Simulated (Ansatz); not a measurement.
# Screened interactions in CaAuO3 (cubic perovskite) (Pm-3m)

How strongly is the local Coulomb interaction screened in CaAuO3 (cubic perovskite) (Pm-3m)?

Method: non-magnetic LDA, then constrained RPA, plane waves, PAW, in Ansatz 0.2.0.

The structure was built from a prototype and need not be the compound's stable phase.

## 1. Set-up

The structure is cubic, space group Pm-3m (No. 221). The conventional cell has a = 3.961 Å, b = 3.961 Å, c = 3.961 Å, α = 90.00°, β = 90.00°, γ = 90.00°. Ca has 12 O at 2.80 Å nearest. Nearest to Au lie 6 O at 1.98 Å. Nearest to O lie 2 Au at 1.98 Å and 4 Ca at 2.80 Å. Farther neighbours and most contacts between anions are not listed.

The structure was relaxed with LDA. The structure type comes from a generator and need not be one that this composition takes. The structure was generated from a model, not taken from a measurement. The runs that relaxed it are not among those shown. The program's search for lower electronic states was switched off, so nothing shows that the state found is the lowest. Spin-orbit coupling is left out unless a step names it. The default PAW set here is soft_2. Its files were made with PBE.

## 2. LDA bands and orbital weights

This step: DFT, LDA, plane waves, PAW.

Contents of input.yaml:

```yaml
crystal:
  lattice:
    - [0.0, -3.96105892, 0.0]
    - [0.0, 0.0, 3.96105892]
    - [-3.96105892, 0.0, 0.0]
  atoms:
    - { symbol: Ca, position: [0.0, 0.0, 0.0] }
    - { symbol: Au, position: [0.5, 0.5, 0.5] }
    - { symbol: O, position: [0.5, 0.5, 0.0] }
    - { symbol: O, position: [0.5, 0.0, 0.5] }
    - { symbol: O, position: [0.0, 0.5, 0.5] }
kpoints:
  mp_grid: { grid: [8, 8, 8] }
  band_path:
    path:
      - [[0.0, 0.0, 0.0], [0.0, 0.5, 0.0], [0.5, 0.5, 0.0], [0.0, 0.0, 0.0], [0.5, 0.5, 0.5], [0.0, 0.5, 0.0]]
      - [[0.5, 0.5, 0.5], [0.5, 0.5, 0.0]]
    npoints: 10
hamiltonian:
  xc: lda
scf:
  occupations: { method: gaussian, width: 0.08 }
  n_extra_bands: 19
  max_iter: 150
  lower_state_search: "off"
output:
  eigenvalues: true
  forces: true
  stress: true
  fatbands: true
  write_density: true
  write_potential: true
  elf: true
  volumetric_format: npy
```

Launch:

```console
ansatz run input.yaml --threads 4 --pin off --max-ram 9216MiB --backend cpu --events-out ev --progress --plain --runs-dir out
```

Numbers of over 12 decimals in the logs are rounded to 6 here.

Output:

```text
scf.n_extra_bands = 19 over 24 filled bands (N_el = 47.0): the run solves 43 bands
Engine: ansatz 0.2.0, aarch64-unknown-linux-gnu
Pseudopotentials: kind: paw
Pseudopotential: Ca, paw, valence charge 10, recommended cutoff 420 eV (normal), Ca.paw.azcp
Pseudopotential: Au, paw, valence charge 19, recommended cutoff 420 eV (normal), Au.paw.azcp
Pseudopotential: O, paw, valence charge 6, recommended cutoff 420 eV (normal), O.paw.azcp
Functional definition: SPW92
  exchange = slater_x
  correlation = pw_c
Crystal: 5 atoms, lattice volume = 62.149 Å³
Basis set: ecut = 420 eV, 1213 PW (Γ)
Bands: 43, of which v1, the nominal top of the filled ones, is band 24 counted from 1 (23 counted from 0)
Symmetry: 48 space group operations
Space group: Pm-3m (ITA 221), of the structure as read, at distance tolerance 4.0e-5 Å
k-points: 35 of 512
Non-local potential: Ca, projectors of the file, l = 0: 3, l = 1: 2, l = 2: 2
Non-local potential: Au, projectors of the file, l = 0: 3, l = 1: 2, l = 2: 2, l = 3: 1
Non-local potential: O, projectors of the file, l = 0: 2, l = 1: 2, l = 2: 1
PAW form: soft (Blöchl's): semilocal exchange-correlation on the pseudo side does not see the compensation charge
PAW frozen core: Ca, regenerated for the run's functional, and the local potential with it (the file was generated under x = pbe(κ = 0.804, μ = 0.219515), c = pbe(β = 0.066725))
PAW frozen core: Au, regenerated for the run's functional, and the local potential with it (the file was generated under x = pbe(κ = 0.804, μ = 0.219515), c = pbe(β = 0.066725))
PAW frozen core: O, regenerated for the run's functional, and the local potential with it (the file was generated under x = pbe(κ = 0.804, μ = 0.219515), c = pbe(β = 0.066725))
PAW one-centre angular grid: Ca, 110 points (default); XC on 64 Gauss nodes
PAW one-centre angular grid: Au, 590 points (default); XC on 64 Gauss nodes
PAW one-centre angular grid: O, 110 points (default); XC on 64 Gauss nodes
Initial density: superposition of atomic densities (neutral atoms: chi_scale 0, normalization atom), corrected by the library's trained network
Initial wavefunctions: pseudopotential atomic-orbital guess
Functional: x = slater, c = lda
SCF iter   1: F=—  HF=-16300.879223 eV  |F-HF|=—  |Δ(HF+E_count)|=         —  Δρ=1.79e-2  dr2=2.00e-1  ethr=1.77e-3  ⟨swp⟩=8.1  Hψ=7639  notcnv=0  defer=229
preconditioner: auto → Resta (q_TF=auto, 2.604 Å⁻¹)  ε∞=3.0  [insulator: Δε(μ)=0.445 eV  Ē_g=20.056 eV  σ=0.080 eV  W_gap=0.83  n_scr=18 (ndim 8)  ℏωp=28.7 eV  f_vac=0.008  D(μ)=0.91/eV (n_scr^D=6)  ε∞_Penn≈3.0]
SCF iter   2: F=—  HF=-16300.833636 eV  |F-HF|=—  |Δ(HF+E_count)|=   4.56e-2  Δρ=8.80e-3  dr2=5.32e-2  ethr=4.26e-4  ⟨swp⟩=1.9  Hψ=1927  notcnv=0  defer=379
SCF iter   3: F=—  HF=-16300.816799 eV  |F-HF|=—  |Δ(HF+E_count)|=   1.68e-2  Δρ=1.00e-3  dr2=7.31e-4  ethr=1.13e-4  ⟨swp⟩=2.0  Hψ=1662  notcnv=0  defer=379
SCF iter   4: F=—  HF=-16300.816559 eV  |F-HF|=—  |Δ(HF+E_count)|=   2.39e-4  Δρ=1.94e-4  dr2=2.46e-5  ethr=1.55e-6  ⟨swp⟩=2.6  Hψ=1630  notcnv=0  defer=379
SCF iter   5: F=—  HF=-16300.816552 eV  |F-HF|=—  |Δ(HF+E_count)|=   7.66e-6  Δρ=4.56e-5  dr2=1.41e-6  ethr=5.24e-8  ⟨swp⟩=2.5  Hψ=1858  notcnv=0  defer=381
SCF iter   6: F=-16300.816552 eV  HF=-16300.816552 eV  |F-HF|=1.49e-8  |Δ(HF+E_count)|=   2.22e-7  Δρ=7.89e-6  dr2=2.87e-8  ethr=2.13e-10  ⟨swp⟩=16.5  Hψ=11698  notcnv=0
SCF 1 converged in 6 iterations: F = -16300.816552 eV  dr2 = 2.87e-8
  greatest PAW one-centre occupation: 1.003 electrons in one spin orbital (limit 2), on the Au atom at site 1 (counted from 0), in its partial waves of l = 0
NSCF: frozen V_eff on 62 k-points
SCF converged after 6 iterations
Free energy (F): -16300.816552 eV
Harris-Foulkes:  -16300.816552 eV  (|F-HF|=1.49e-8)
Internal energy: -16300.813567 eV  (E = F + TS)
E sigma→0 (E₀):  -16300.815060 eV
Entropy (-TS):   -0.002984 eV (-0.597 meV/atom)
Fermi energy:    10.469001 eV
--- Per-component energies (eV) ---
  E_band       = -465.949471
  E_kinetic    = 1399.615997
  E_local      = -4148.830692  (includes V_loc(G=0)·N_el)
  E_nonlocal   = 297.550898
  E_hartree    = 1623.786259
  E_xc         = -578.916309
  E_vxc        = -724.065054  (∫ρ·V_xc dr)
  E_paw        = -10677.615256  (= ΣΔE_a)
  E_vpaw       = -537.794394  (= ΣTr[D̂ρ^β])
  E_aug_tail   = 0.009124  (compensation charges beyond the density's cutoff)
  E_ewald      = -4217.510236
  E_core_change = 1.096648  (= ΣΔE_core)
  E_smearing   = -0.002984  (= −TS)
  E_closure    = 0.000000  (closes the sum)
  Σ components = -16300.816552   (vs F -16300.816552, Δ=0.00e0)
--- Forces (eV/Å), atoms counted from 1 ---
  atom   1  Ca     0.00000000     0.00000000     0.00000000
  atom   2  Au    -0.00000000     0.00000000    -0.00000000
  atom   3  O     -0.00000000     0.00000000     0.00000000
  atom   4  O     -0.00000000     0.00000000     0.00000000
  atom   5  O     -0.00000000     0.00000000     0.00000000
  max |Σ_I F_I| component: 1.19e-28 eV/Å
--- Stress (GPa, compression-positive) ---
       -0.271586       0.000000      -0.000000
        0.000000      -0.271586       0.000000
        0.000000      -0.000000      -0.271586
  P = ⅓ Tr σ = -0.2716 GPa (-2.716 kbar)
--- Band table (eV; the first three rows and the last of 35) ---
  k-point 0: bands = [... 20 lower, 8.8087, 8.8087, 8.9198, 8.9198, 8.9198, 14.2998, 14.7742, 14.7742, ... 15 higher]
  k-point 1: bands = [... 20 lower, 8.8396, 8.8396, 9.0976, 9.0976, 9.8169, 14.6787, 14.9343, 14.9692, ... 15 higher]
  k-point 2: bands = [... 20 lower, 8.7891, 8.7891, 9.6154, 9.6154, 10.8725, 15.3338, 15.4248, 15.6781, ... 15 higher]
  k-point 34: bands = [... 20 lower, 10.2150, 10.2150, 10.2150, 15.2681, 15.2681, 15.5779, 15.5779, 15.5779, ... 15 higher]
```

Wall time 2.7 s (4 threads of Arm Neoverse V2, shared host); peak memory 0.39 GiB; 10 s of CPU time.

Numbers from this step:

```yaml
pressure: -0.2716 GPa
```

Electronic bands along the path, in eV, zero at the Fermi level:

```
    point  band 21  band 22  band 23  band 24  band 25  band 26  band 27  band 28
        Γ    -1.66    -1.66    -1.55    -1.55    -1.55     3.83     4.31     4.31
  halfway    -1.68    -1.68    -0.85    -0.85     0.40     4.86     4.96     5.21
        X    -1.75    -1.75    -0.16    -0.16     1.19     5.51     5.58     5.74
  halfway    -1.02    -0.77    -0.39    -0.25     3.18     5.80     6.02     6.08
        M    -0.62    -0.57    -0.33    -0.33     4.80     5.69     6.01     6.63
  halfway    -1.19    -0.99    -0.90    -0.86     2.12     5.27     5.46     5.70
        Γ    -1.66    -1.66    -1.55    -1.55    -1.55     3.83     4.31     4.31
  halfway    -1.13    -0.99    -0.99     2.09     2.09     5.53     5.56     5.56
        R    -0.25    -0.25    -0.25     4.80     4.80     5.11     5.11     5.11
  halfway    -1.05    -0.45    -0.28     2.03     3.52     5.73     5.86     6.00
        X    -1.75    -1.75    -0.16    -0.16     1.19     5.51     5.58     5.74
jump to R    -0.25    -0.25    -0.25     4.80     4.80     5.11     5.11     5.11
  halfway    -0.42    -0.33    -0.33     2.61     4.80     5.44     5.80     5.80
        M    -0.62    -0.57    -0.33    -0.33     4.80     5.69     6.01     6.63
```

Of the projections kept (Au 5d, O 2p), the largest for each band there; the rest of the weight can lie on other orbitals:

```
point     band 21    band 22    band 23    band 24     band 25    band 26     band 27     band 28
    Γ   O 2p 0.99  O 2p 0.99  O 2p 0.98  O 2p 0.98   O 2p 0.98          -  Au 5d 0.01  Au 5d 0.01
    X   O 2p 0.97  O 2p 0.97  O 2p 0.75  O 2p 0.75  Au 5d 0.41  O 2p 0.07   O 2p 0.06           -
    M  Au 5d 0.57  O 2p 0.47  O 2p 0.70  O 2p 0.70   O 2p 0.62  O 2p 0.03   O 2p 0.04   O 2p 0.04
    Γ   O 2p 0.99  O 2p 0.99  O 2p 0.98  O 2p 0.98   O 2p 0.98          -  Au 5d 0.01  Au 5d 0.01
    R   O 2p 0.59  O 2p 0.59  O 2p 0.59  O 2p 0.62   O 2p 0.62          -           -           -
    X   O 2p 0.97  O 2p 0.97  O 2p 0.75  O 2p 0.75  Au 5d 0.41  O 2p 0.07   O 2p 0.06           -
```

Electrostatic potential energy in the ac plane at fractional y = 0.500, with atoms of Au and O within 0.2 Å of it. With pseudopotentials it is smooth inside the atoms' cores, unlike the true potential.

Ten even steps from '0' (-42 eV) to '9' (16 eV), each cell a mean:
```
99999510269999
99999743589999
99999877899999
99998754579999
67987310147986
12674100015852
01573000004730
02674000015741
45886200137875
99998643478999
99999877789999
99999865699999
99999521279999
99999400169999
```
Columns run along a (4.0 Å; values clipped at the 3rd and 97th percentile), rows up along c (4.0 Å). Atoms in or near the plane, at fractional coordinates: Au at (0.50, 0.50), O at (0.50, 0.00), O at (0.00, 0.50).

Valence density in the ac plane at fractional y = 0.500, with atoms of Au and O within 0.2 Å of it. It is the smooth field of the valence electrons, not physical close to the nuclei.

Ten even steps from '_' (0 e/Å³) to '@' (14 e/Å³), each cell a mean:
```
__________..----::..________
____________......__________
____________________________
______________..____________
..________..::--::..______..
--::____..--**##++::____..::
++--..__..==%%@@##--..__..--
==::..__..==##%%**::____..--
::..______::====--..______..
____________......__________
____________________________
____________....____________
__________..::--::__________
__________::==++--..________
```
Columns run along a (4.0 Å), rows up along c (4.0 Å). Atoms in or near the plane, at fractional coordinates: Au at (0.50, 0.50), O at (0.50, 0.00), O at (0.00, 0.50).

## 3. Constrained RPA: Au d + anion p, bands v13 to c1, 4×4×4 mesh, medium accuracy

Constrained RPA screens the interaction with every transition except those inside the target bands, which a later many-body model would treat itself.

This step: constrained RPA on LDA, plane waves, PAW.

input.yaml, the sections that differ from step 2:

```yaml
kpoints:
  mp_grid: { grid: [8, 8, 8] }
output:
  crpa:
    kmesh: [4, 4, 4]
    target_bands: [v13, c1]
    projections: [{ species: Au, l: d, shell: 5 }, { species: O, l: p, shell: 2 }]
  local_orbitals:
    kmesh: [8, 8, 8]
    orbitals: [{ species: Au, l: d, shell: 5 }, { species: O, l: p, shell: 2 }]
    window: { bands: [v13, c1] }
    seedname: lo
# crystal, hamiltonian, scf: as in step 2
```

Output:

```text
[...]
Crystal: 5 atoms, lattice volume = 62.149 Å³
Basis set: ecut = 420 eV, 1213 PW (Γ)
Bands: 43, of which v1, the nominal top of the filled ones, is band 24 counted from 1 (23 counted from 0)
Symmetry: 48 space group operations
[...]
k-points: 35 of 512
[...]
SCF iter   1: F=—  HF=-16300.879216 eV  |F-HF|=—  |Δ(HF+E_count)|=         —  Δρ=1.79e-2  dr2=2.00e-1  ethr=1.77e-3  ⟨swp⟩=8.1  Hψ=7639  notcnv=0  defer=229
[...]
SCF iter   6: F=-16300.816552 eV  HF=-16300.816552 eV  |F-HF|=1.51e-8  |Δ(HF+E_count)|=   2.22e-7  Δρ=7.90e-6  dr2=2.89e-8  ethr=2.13e-10  ⟨swp⟩=11.1  Hψ=7804  notcnv=0
SCF 1 converged in 6 iterations: F = -16300.816552 eV  dr2 = 2.89e-8
[...]
NSCF: frozen V_eff on 38 k-points
[...]
cRPA screening: q 1/64
cRPA screening: q 2/64
cRPA screening: q 8/64 (q-point 3)
cRPA screening: q 11/64 (q-point 6)
cRPA screening: q 17/64 (q-point 7)
cRPA screening: q 29/64 (q-point 8)
cRPA screening: q 35/64 (q-point 11)
cRPA screening: q 38/64 (q-point 22)
cRPA screening: q 40/64 (q-point 23)
cRPA screening: q 46/64 (q-point 24)
cRPA screening: q 52/64 (q-point 27)
cRPA screening: q 58/64 (q-point 28)
cRPA screening: q 64/64 (q-point 43)
SCF converged after 6 iterations
Free energy (F): -16300.816552 eV
[...]
Internal energy: -16300.813567 eV  (E = F + TS)
E sigma→0 (E₀):  -16300.815060 eV
Entropy (-TS):   -0.002984 eV (-0.597 meV/atom)
Fermi energy:    10.469001 eV
[...]
--- Band table (eV; the first three rows and the last of 35) ---
  k-point 0: bands = [... 20 lower, 8.8087, 8.8087, 8.9198, 8.9198, 8.9198, 14.2998, 14.7742, 14.7742, ... 15 higher]
  k-point 1: bands = [... 20 lower, 8.8396, 8.8396, 9.0976, 9.0976, 9.8169, 14.6787, 14.9343, 14.9692, ... 15 higher]
  k-point 2: bands = [... 20 lower, 8.7891, 8.7891, 9.6154, 9.6154, 10.8725, 15.3338, 15.4248, 15.6781, ... 15 higher]
  k-point 34: bands = [... 20 lower, 10.2150, 10.2150, 10.2150, 15.2681, 15.2681, 15.5779, 15.5779, 15.5779, ... 15 higher]
--- cRPA (band scheme, projected local orbitals): target bands 12..25 (1-based), 14 Wannier function(s), 4×4×4 mesh, 50 bands' worth read of 55 solved, ecut_chi 136.0 eV, v(q+G=0) probe_charge, pair densities all_electron ---
  χ-basis size per q: N_G = 208..251
  window electrons = 25.0000, filled by tetrahedron_uncorrected; constrained ε̄⁻¹(q = 0, 0) head = 0.326900; min gauge Gram eig = 0.6337
  Kanamori averages over each shell's own Wannier functions (sites counted from 0, functions from 1):
  Each shell's averages of U are screened by what lies outside the whole window alone: parameters of one model of all the shells.
    Site 1, 5D, 5 of 5 d orbitals (Wannier functions 1, 2, 3, 4, 5; wannier90's mr 1, 2, 3, 4, 5):
      screened: U = 7.4902 eV, U' = 6.4177 eV, J = 0.5316 eV
      screened, to within: U = 1.6e-2 eV, U' = 1.6e-2 eV, J = 7.7e-4 eV
      bare: V = 17.3165 eV, V' = 15.9075 eV, J = 0.6974 eV
    Site 2, 2P, 3 of 3 p orbitals (Wannier functions 6, 7, 8; wannier90's mr 1, 2, 3):
      screened: U = 6.7692 eV, U' = 5.4105 eV, J = 0.6753 eV
      screened, to within: U = 1.2e-2 eV, U' = 1.2e-2 eV, J = 1.1e-3 eV
      bare: V = 18.4905 eV, V' = 16.7320 eV, J = 0.8743 eV
    Site 3, 2P, 3 of 3 p orbitals (Wannier functions 9, 10, 11; wannier90's mr 1, 2, 3):
      screened: U = 6.7692 eV, U' = 5.4105 eV, J = 0.6753 eV
      screened, to within: U = 1.2e-2 eV, U' = 1.2e-2 eV, J = 1.1e-3 eV
      bare: V = 18.4905 eV, V' = 16.7320 eV, J = 0.8743 eV
    Site 4, 2P, 3 of 3 p orbitals (Wannier functions 12, 13, 14; wannier90's mr 1, 2, 3):
      screened: U = 6.7692 eV, U' = 5.4105 eV, J = 0.6753 eV
      screened, to within: U = 1.2e-2 eV, U' = 1.2e-2 eV, J = 1.1e-3 eV
      bare: V = 18.4905 eV, V' = 16.7320 eV, J = 0.8743 eV
  Hermiticity witness max|P − P†| over intra, direct and exchange elements: 1.07e-14 eV (screened), 3.55e-15 eV (bare)
  Reality witness max|Im| over intra, direct and exchange elements: 4.62e-10 eV (screened), 2.36e-12 eV (bare)
```

Elapsed: 2.2 min, on 4 threads; peak memory 0.73 GiB.

Numbers from this step:

```yaml
u: 7.490 eV
u_prime_inter_orbital: 6.418 eV
j: 0.5316 eV
bare_v: 17.32 eV
bare_j: 0.6974 eV
stated_bound_on_u: 0.01583 eV
u_over_bare_v: 0.4325
electrons_in_the_window: 25.00
head_of_the_constrained_inverse_dielectric_matrix: 0.3269
least_eigenvalue_of_the_projection_s_overlap: 0.6337
target_functions: 14
bands_in_the_sums: 50
r_m_s_miss_of_the_model_bands: 9.09e-4 eV
width_of_the_target_bands: 13.42 eV
weight_of_the_projected_orbitals_in_the_window: 0.9401
```

On the Au d shell, screening brings the on-site interaction from 17.3 eV down to U = 7.49 eV.

Kanamori averages over each shell's functions. Crpa shells, by row:

```
site  element  shell  orbitals  U (eV)  U' (eV)  J (eV)  bare V (eV)  bare V' (eV)  bare J (eV)  bound on U (eV)
   2       Au     5D         5    7.49    6.418  0.5316        17.32         15.91       0.6974          0.01583
   3        O     2P         3   6.769     5.41  0.6753        18.49         16.73       0.8743          0.01136
   4        O     2P         3   6.769     5.41  0.6753        18.49         16.73       0.8743          0.01136
   5        O     2P         3   6.769     5.41  0.6753        18.49         16.73       0.8743          0.01136
```

Projected local orbitals of the target window. Electronic bands along the path, in eV, zero at the Fermi level; # counts the bands kept:

```
    point    #10    #11    #12    #13    #14
        Γ  -1.66  -1.66  -1.55  -1.55  -1.55
  halfway  -1.68  -1.68  -0.85  -0.85   0.40
        X  -1.75  -1.75  -0.16  -0.16   1.19
  halfway  -1.02  -0.77  -0.39  -0.25   3.18
        M  -0.62  -0.57  -0.33  -0.33   4.80
  halfway  -1.19  -0.99  -0.90  -0.86   2.12
        Γ  -1.66  -1.66  -1.55  -1.55  -1.55
  halfway  -1.13  -0.99  -0.99   2.09   2.09
        R  -0.25  -0.25  -0.25   4.80   4.80
  halfway  -1.05  -0.45  -0.28   2.03   3.52
        X  -1.75  -1.75  -0.16  -0.16   1.19
jump to R  -0.25  -0.25  -0.25   4.80   4.80
  halfway  -0.42  -0.33  -0.33   2.61   4.80
        M  -0.62  -0.57  -0.33  -0.33   4.80
```

The same for Kohn-Sham, solved directly:

```
point    #10    #11    #12    #13    #14
    Γ  -1.66  -1.66  -1.55  -1.55  -1.55
    X  -1.75  -1.75  -0.16  -0.16   1.19
    M  -0.62  -0.57  -0.33  -0.33   4.80
    Γ  -1.66  -1.66  -1.55  -1.55  -1.55
    R  -0.25  -0.25  -0.25   4.80   4.80
    X  -1.75  -1.75  -0.16  -0.16   1.19
    R  -0.25  -0.25  -0.25   4.80   4.80
    M  -0.62  -0.57  -0.33  -0.33   4.80
```

Onsite levels, by row:

```
   orbital  level less Fermi level (eV)
   Au2 dz2                       -2.813
   Au2 dxz                       -4.417
   Au2 dyz                       -4.417
Au2 dx2-y2                       -2.813
   Au2 dxy                       -4.417
     O3 pz                       -2.088
     O3 px                       -3.606
     O3 py                       -2.088
     O4 pz                       -3.606
     O4 px                       -2.088
     O4 py                       -2.088
     O5 pz                       -2.088
     O5 px                       -2.088
     O5 py                       -3.606
```

Largest distinct elements between sites. Hoppings, by row:

```
      from          to    cell  distance (Å)   t (eV)
   Au2 dz2       O4 pz   0 1 0         1.981     2.58
     O3 px  Au2 dx2-y2   0 0 0         1.981    2.235
     O5 py     Au2 dz2  -1 0 0         1.981     1.29
   Au2 dyz       O4 py   0 0 0         1.981    1.142
     O4 pz       O3 px  0 -1 1         2.801   0.6755
     O5 px       O3 py  -1 0 0         2.801   0.3062
     O3 py       O5 py  1 0 -1         2.801   0.2724
   Au2 dz2     Au2 dz2   0 1 0         3.961    0.224
     O4 py       O4 py  0 -1 0         3.961  -0.1764
Au2 dx2-y2  Au2 dx2-y2  -1 0 0         3.961   0.1672
     O4 px       O5 px   0 0 0         2.801  -0.1189
   Au2 dz2  Au2 dx2-y2   1 0 0         3.961   0.0984
```

## 4. Outcome

```
Au d + anion p : U 7.49 eV, U′ 6.42 eV, J 0.53 eV, bare V 17.3 eV
method         : constrained RPA on non-magnetic LDA, 4×4×4 mesh, static; search for lower states off
```

In words: For Au d + anion p, screening cuts the on-site interaction from 17.32 eV to 7.49 eV (43 %), while J goes only from 0.70 eV to 0.53 eV: the monopole is screened far more than the multipoles. U − 2J differs from U′ by +0.01 eV, so the Kanamori relation holds well. The parent state is non-magnetic and the interaction static (zero frequency); U depends on the window and the orbitals, so it belongs to this model alone. The bands cross the Fermi level under this constraint, which need not be the crystal's state: magnetic order, correlation or a lattice distortion may open a gap. Spin-orbit coupling, which is strong for atoms this heavy, is left out. A window that holds the anion p bands defines a model with explicit ligands; its U belongs to that model and is not the U of DFT+U.

[Paths, hosts, dates, memory and timing lines, banners, echoed tables and standing remarks are left out of the program output.]

[Logs are printed without paths, hosts, clocks, repeated set-up lines and the standing remarks that a program may print on its own settings, such as how far it seeks lower states.]

[Runs of the session that timed out or met a known fault of the program may be left out.]

[Hosts, paths, dates, database ids (printed as entryN), source tags and the programs' standing remarks are cut or masked in the printed files.]
